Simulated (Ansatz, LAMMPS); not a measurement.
## Atom list for Liquid furan, relaxed from a frame at 300 K (207 atoms)

The starting structure: 23 furan placed at random, at 0.94 g/cm³; overlaps pushed apart, then 10 ps at 450 K with MMFF94 bonds, angles, torsions, charges and radii (Halgren, J. Comput. Chem. 17, 490 (1996)) in harmonic and 12-6 forms. Snapshot after 20 ps at 300 K and fixed volume.

Calculated values (Ansatz 0.2.0, Kohn-Sham DFT, PBE+D4, PAW (set soft_2), plane waves; cutoff 420 eV, Γ point, fixed occupations; density 0.940 g/cm³) for step 2 of a relaxation.

Cell vectors (Å):

```
14.037 0.000 0.000
0.000 14.037 0.000
0.000 0.000 14.037
```

Positions (Å):

```
1 C 1.42 8.75 1.87
2 C 1.75 8.19 3.14
3 C 0.54 7.94 3.76
4 O 13.54 8.30 2.94
5 C 0.07 8.83 1.81
6 H 2.08 9.16 1.08
7 H 2.75 7.98 3.57
8 H 0.26 7.52 4.73
9 H 13.38 9.11 1.05
10 C 11.34 9.48 13.11
11 C 10.74 10.76 13.30
12 C 9.58 10.50 14.00
13 O 9.42 9.21 0.23
14 C 10.51 8.56 13.71
15 H 12.28 9.26 12.63
16 H 11.05 11.72 12.96
17 H 8.90 11.22 0.43
18 H 10.47 7.47 13.74
19 C 9.73 0.78 12.61
20 C 8.44 1.01 12.01
21 C 7.96 2.19 12.56
22 O 8.84 2.66 13.46
23 C 9.88 1.82 13.48
24 H 10.40 14.02 12.39
25 H 8.01 0.33 11.28
26 H 7.07 2.79 12.42
27 H 10.66 2.03 0.18
28 C 8.87 13.71 4.25
29 C 8.44 13.16 2.99
30 C 8.04 0.19 2.22
31 O 8.25 1.38 2.90
32 C 8.69 1.02 4.17
33 H 9.17 13.18 5.13
34 H 8.40 12.11 2.73
35 H 7.68 0.31 1.18
36 H 8.87 1.90 4.79
37 C 11.98 8.39 9.92
38 C 12.22 9.62 9.28
39 C 12.21 9.38 7.93
40 O 11.98 8.06 7.71
41 C 11.82 7.48 8.93
42 H 11.94 8.16 10.97
43 H 12.42 10.60 9.69
44 H 12.38 9.96 7.04
45 H 11.77 6.39 8.90
46 C 5.39 10.61 0.17
47 C 4.38 11.14 0.99
48 C 4.76 10.94 2.30
49 O 5.96 10.33 2.33
50 C 6.33 10.08 1.04
51 H 5.32 10.56 13.12
52 H 3.43 11.60 0.70
53 H 4.25 11.19 3.23
54 H 7.21 9.46 0.96
55 C 2.20 13.63 11.34
56 C 3.42 13.81 12.06
57 C 3.88 1.02 11.70
58 O 3.07 1.58 10.74
59 C 2.02 0.71 10.58
60 H 1.53 12.79 11.45
61 H 3.84 13.06 12.69
62 H 4.75 1.59 11.99
63 H 1.28 1.02 9.85
64 C 2.88 7.67 12.56
65 C 2.42 9.02 12.44
66 C 1.31 8.98 11.63
67 O 1.02 7.68 11.27
68 C 1.95 6.89 11.85
69 H 3.71 7.29 13.13
70 H 2.96 9.90 12.81
71 H 0.64 9.69 11.17
72 H 1.87 5.82 11.64
73 C 2.96 2.32 4.39
74 C 3.51 1.14 3.83
75 C 4.85 1.20 4.08
76 O 5.17 2.36 4.77
77 C 3.99 3.04 4.92
78 H 1.94 2.63 4.42
79 H 3.02 0.32 3.34
80 H 5.65 0.49 3.96
81 H 3.98 3.97 5.46
82 C 7.82 4.91 6.11
83 C 9.22 5.08 6.30
84 C 9.63 4.10 7.17
85 O 8.55 3.26 7.47
86 C 7.46 3.82 6.87
87 H 7.07 5.49 5.53
88 H 9.88 5.86 5.92
89 H 10.61 3.80 7.56
90 H 6.50 3.29 6.98
91 C 11.13 6.01 2.94
92 C 10.97 4.81 2.17
93 C 11.74 3.87 2.78
94 O 12.40 4.39 3.87
95 C 11.96 5.70 3.99
96 H 10.62 6.95 2.80
97 H 10.39 4.69 1.27
98 H 12.01 2.86 2.44
99 H 12.38 6.28 4.81
100 C 7.28 11.09 9.63
101 C 8.22 10.05 9.96
102 C 7.54 9.15 10.77
103 O 6.23 9.54 10.88
104 C 6.09 10.70 10.20
105 H 7.45 11.92 8.95
106 H 9.29 10.04 9.71
107 H 7.83 8.23 11.25
108 H 5.07 11.05 10.08
109 C 6.44 14.00 7.06
110 C 5.84 12.92 6.39
111 C 4.74 12.54 7.12
112 O 4.65 13.33 8.23
113 C 5.69 0.16 8.18
114 H 7.34 0.51 6.73
115 H 6.25 12.54 5.45
116 H 3.91 11.86 6.94
117 H 5.72 0.89 8.98
118 C 5.41 5.83 2.89
119 C 6.45 4.94 2.42
120 C 6.98 5.54 1.31
121 O 6.43 6.83 1.12
122 C 5.40 6.90 2.06
123 H 4.77 5.68 3.77
124 H 6.74 3.97 2.80
125 H 7.83 5.32 0.67
126 H 4.83 7.82 2.07
127 C 4.84 8.15 7.76
128 C 3.64 7.48 8.01
129 C 3.35 6.71 6.92
130 O 4.35 6.85 6.00
131 C 5.24 7.78 6.50
132 H 5.35 8.90 8.37
133 H 3.04 7.54 8.89
134 H 2.55 6.03 6.65
135 H 6.12 8.00 5.91
136 C 11.32 4.36 10.46
137 C 9.95 4.68 10.74
138 C 9.96 5.24 11.99
139 O 11.22 5.31 12.49
140 C 12.05 4.75 11.54
141 H 11.73 3.98 9.54
142 H 9.05 4.60 10.15
143 H 9.15 5.67 12.60
144 H 13.11 4.79 11.79
145 C 11.99 1.11 8.10
146 C 11.08 1.16 9.19
147 C 9.92 0.56 8.75
148 O 10.08 0.13 7.48
149 C 11.33 0.46 7.08
150 H 13.01 1.52 8.01
151 H 11.24 1.61 10.16
152 H 8.98 0.46 9.24
153 H 11.58 0.21 6.05
154 C 0.52 13.55 0.71
155 C 0.22 12.41 1.55
156 C 12.94 12.15 1.35
157 O 12.41 13.01 0.39
158 C 13.42 13.87 0.05
159 H 1.49 14.01 0.63
160 H 0.90 11.96 2.27
161 H 12.26 11.36 1.68
162 H 13.22 0.53 13.29
163 C 1.03 4.87 1.29
164 C 2.28 4.27 0.94
165 C 2.05 3.57 13.80
166 O 0.74 3.70 13.43
167 C 0.16 4.51 0.30
168 H 0.76 5.54 2.10
169 H 3.18 4.34 1.53
170 H 2.73 2.99 13.18
171 H 13.14 4.71 0.16
172 C 10.38 10.40 4.93
173 C 10.03 9.59 3.78
174 C 8.82 8.99 4.13
175 O 8.47 9.31 5.43
176 C 9.43 10.21 5.89
177 H 11.25 11.03 5.01
178 H 10.49 9.51 2.81
179 H 8.17 8.30 3.64
180 H 9.26 10.65 6.88
181 C 6.05 5.70 11.65
182 C 6.05 5.58 10.23
183 C 5.15 4.59 9.96
184 O 4.60 4.12 11.12
185 C 5.12 4.81 12.14
186 H 6.61 6.44 12.20
187 H 6.64 6.07 9.48
188 H 4.79 4.12 9.07
189 H 4.82 4.54 13.15
190 C 1.55 11.85 5.66
191 C 1.24 13.09 6.28
192 C 0.70 12.81 7.50
193 O 0.60 11.44 7.67
194 C 1.15 10.89 6.54
195 H 2.02 11.76 4.70
196 H 1.49 0.07 5.98
197 H 0.34 13.40 8.33
198 H 1.24 9.79 6.47
199 C 1.62 4.14 8.62
200 C 0.56 5.09 8.37
201 C 13.92 4.64 7.28
202 O 0.49 3.52 6.79
203 C 1.52 3.22 7.65
204 H 2.38 4.22 9.35
205 H 0.35 5.98 8.94
206 H 13.05 4.97 6.69
207 H 1.99 2.29 7.32
```

Predict the forces.

Columns: atom, fx, fy, fz (forces in eV/Å).

```
1 0.46 0.81 -0.67
2 0.15 -0.40 0.92
3 0.26 -0.02 -0.21
4 0.33 0.24 0.18
5 -0.57 -0.62 0.20
6 -0.14 -0.43 0.47
7 -0.71 0.20 -0.37
8 0.19 0.16 -0.33
9 0.17 0.11 -0.05
10 -0.44 -0.50 0.48
11 -0.91 -0.68 0.33
12 0.46 1.80 -0.05
13 0.28 -1.03 -0.04
14 -0.01 0.29 -0.30
15 0.25 -0.04 -0.15
16 0.29 0.28 -0.09
17 -0.09 -0.35 -0.24
18 0.20 0.20 0.12
19 -0.80 0.54 -0.03
20 0.13 0.72 0.43
21 -0.36 -1.27 -0.93
22 -0.03 0.46 0.44
23 1.34 -0.42 0.55
24 0.21 -0.23 0.10
25 -0.39 0.12 -0.14
26 -0.01 -0.03 -0.08
27 -0.17 0.08 -0.22
28 -0.55 0.38 -0.27
29 -0.25 0.33 -0.08
30 0.46 0.18 -0.10
31 -0.39 -0.85 0.26
32 0.21 0.43 -1.05
33 0.20 -0.33 0.27
34 0.01 0.19 0.01
35 0.19 -0.12 0.61
36 0.08 -0.14 0.32
37 -0.17 -0.83 0.40
38 0.22 1.24 -0.92
39 0.10 -0.10 0.39
40 -0.16 -0.31 -0.21
41 0.32 -0.57 -0.50
42 -0.06 0.04 0.16
43 -0.04 0.07 0.30
44 -0.03 0.25 -0.02
45 -0.29 0.09 0.20
46 0.44 -0.62 -0.19
47 -0.89 0.49 0.73
48 -0.60 0.48 -0.29
49 -0.03 -0.31 0.33
50 -0.25 0.29 -0.53
51 0.46 -0.13 0.29
52 0.32 -0.10 -0.01
53 0.35 -0.10 0.03
54 0.15 0.06 -0.26
55 -0.45 -0.40 0.19
56 -0.10 0.78 -0.44
57 -0.05 -0.94 -0.13
58 -0.31 -0.20 0.56
59 0.07 0.27 -0.56
60 0.12 0.18 -0.23
61 0.39 0.02 0.47
62 0.31 0.21 -0.03
63 0.04 0.01 0.13
64 -1.61 -0.82 -0.81
65 0.34 0.12 -0.39
66 0.07 -0.35 0.04
67 -0.05 0.34 0.08
68 1.40 0.13 0.70
69 0.31 -0.03 0.15
70 -0.44 -0.27 -0.10
71 -0.05 0.42 0.03
72 0.04 0.41 0.20
73 -0.55 0.33 -0.05
74 1.14 0.27 0.36
75 -0.34 0.29 0.40
76 -0.37 -0.18 -0.41
77 0.15 -0.35 0.18
78 -0.38 0.07 -0.12
79 -0.41 -0.39 -0.31
80 0.39 -0.08 -0.20
81 0.33 0.10 0.04
82 -0.82 -0.34 0.33
83 0.51 0.08 0.54
84 -0.58 -0.37 -0.65
85 0.51 0.77 0.26
86 -0.25 -0.09 -0.67
87 0.68 -0.14 0.21
88 -0.27 -0.15 -0.05
89 -0.40 -0.02 -0.08
90 0.57 0.19 0.03
91 -0.25 -0.23 0.48
92 0.47 0.20 0.56
93 0.38 -0.02 -0.21
94 -0.71 -0.07 -0.34
95 0.24 -0.08 -0.52
96 0.05 0.18 -0.02
97 -0.20 -0.10 -0.22
98 0.04 0.14 0.46
99 -0.15 -0.17 -0.16
100 -0.28 -0.88 0.13
101 -0.19 -0.03 0.76
102 0.70 0.60 -0.95
103 0.07 -0.25 0.35
104 0.09 0.47 -0.75
105 -0.08 0.09 0.13
106 -0.35 -0.17 0.09
107 -0.10 0.12 0.03
108 0.18 0.11 0.22
109 0.63 0.45 0.28
110 -0.12 -0.47 -0.60
111 0.48 0.02 -0.65
112 -0.22 0.08 0.17
113 0.03 0.50 0.25
114 -0.57 -0.27 0.32
115 -0.41 -0.26 0.15
116 0.21 -0.02 0.18
117 0.05 -0.09 0.03
118 0.07 -0.52 0.16
119 -0.20 0.35 -0.58
120 0.36 1.09 0.30
121 -0.87 -1.61 0.59
122 0.74 0.76 -0.17
123 0.16 0.07 -0.42
124 -0.04 -0.05 0.10
125 -0.26 -0.08 0.09
126 0.09 -0.12 -0.12
127 1.20 0.90 -0.73
128 -1.01 -0.61 -0.12
129 0.73 0.26 0.01
130 0.07 0.22 -0.41
131 -0.29 -0.35 0.69
132 -0.18 -0.34 -0.06
133 -0.41 0.09 0.73
134 -0.15 -0.11 0.04
135 0.03 0.01 -0.20
136 -0.35 0.36 0.21
137 0.37 0.33 0.72
138 -0.62 0.30 -0.03
139 0.05 -0.17 -0.02
140 0.05 0.28 0.15
141 0.18 -0.31 -0.30
142 0.01 -0.29 -0.36
143 0.54 -0.30 -0.25
144 -0.24 -0.17 -0.16
145 0.55 0.00 -0.72
146 -0.47 -0.24 -0.20
147 1.30 0.68 0.57
148 -0.56 -0.33 -0.32
149 0.38 0.32 0.09
150 -0.51 -0.20 0.20
151 -0.03 0.01 0.10
152 -0.65 -0.30 -0.02
153 0.01 0.04 0.24
154 -0.09 -0.56 0.41
155 0.02 0.83 -0.01
156 -0.56 -0.34 -0.45
157 0.52 -0.07 0.64
158 0.20 -0.26 -0.22
159 0.30 0.35 -0.13
160 -0.21 -0.18 -0.18
161 0.17 0.34 0.01
162 -0.19 0.16 0.02
163 -0.14 0.02 -0.52
164 -0.48 -0.27 -0.36
165 0.67 0.24 0.91
166 0.74 -0.20 -0.55
167 -0.89 0.30 0.60
168 0.23 -0.03 0.19
169 0.21 -0.06 -0.20
170 -0.43 -0.02 -0.03
171 0.11 -0.01 0.01
172 0.09 -0.46 -0.52
173 -1.32 0.15 0.76
174 1.14 0.46 0.73
175 0.73 0.81 -0.33
176 -0.80 -0.43 0.02
177 0.18 0.21 0.03
178 0.18 0.02 0.07
179 -0.37 -0.38 -0.34
180 0.09 -0.39 -0.49
181 -0.34 0.13 0.50
182 -0.72 -1.09 -0.03
183 0.41 0.30 0.12
184 -0.81 -0.64 -0.57
185 1.47 1.05 0.52
186 0.04 -0.02 0.30
187 0.29 0.45 -0.20
188 -0.10 -0.16 -0.41
189 -0.10 0.06 -0.18
190 -0.16 0.24 0.13
191 0.11 0.76 0.80
192 -0.08 -0.99 -0.35
193 0.52 0.45 -0.48
194 0.08 -0.84 -0.23
195 0.05 -0.32 -0.12
196 -0.07 -0.17 -0.32
197 -0.15 0.17 0.17
198 -0.26 0.70 0.31
199 -0.59 0.67 -0.21
200 0.05 -0.02 0.27
201 -0.08 0.06 -0.59
202 -0.30 -0.20 0.28
203 -0.37 -1.03 -1.42
204 0.49 -0.04 0.73
205 -0.08 0.16 0.15
206 0.44 -0.02 0.40
207 0.39 0.34 0.49
```

The network of contacts between molecules at the start is that of the classical potential that made the cell. The density was typed from a rule of thumb and may lie off the real one at this temperature. Only the Γ point is sampled, in a cell whose shortest periodic width is 14 Å.

The r.m.s. force component is 0.438 eV/Å; the longest force, 1.98 eV/Å, acts on C64. The energy lies 27.6 meV/atom below that of the first step of this run.

[Logs are printed without paths, hosts, clocks, repeated set-up lines and the standing remarks that a program may print on its own settings, such as how far it seeks lower states.]

[Hosts, paths, dates, database ids (printed as entryN), source tags and the programs' standing remarks are cut or masked in the printed files.]

[The MMFF94 radii named for the starting cell were scaled by 0.96; in molecules described by MMFF94, hydrogen bound to N, O or S took a small fixed 12-6 site in their place.]
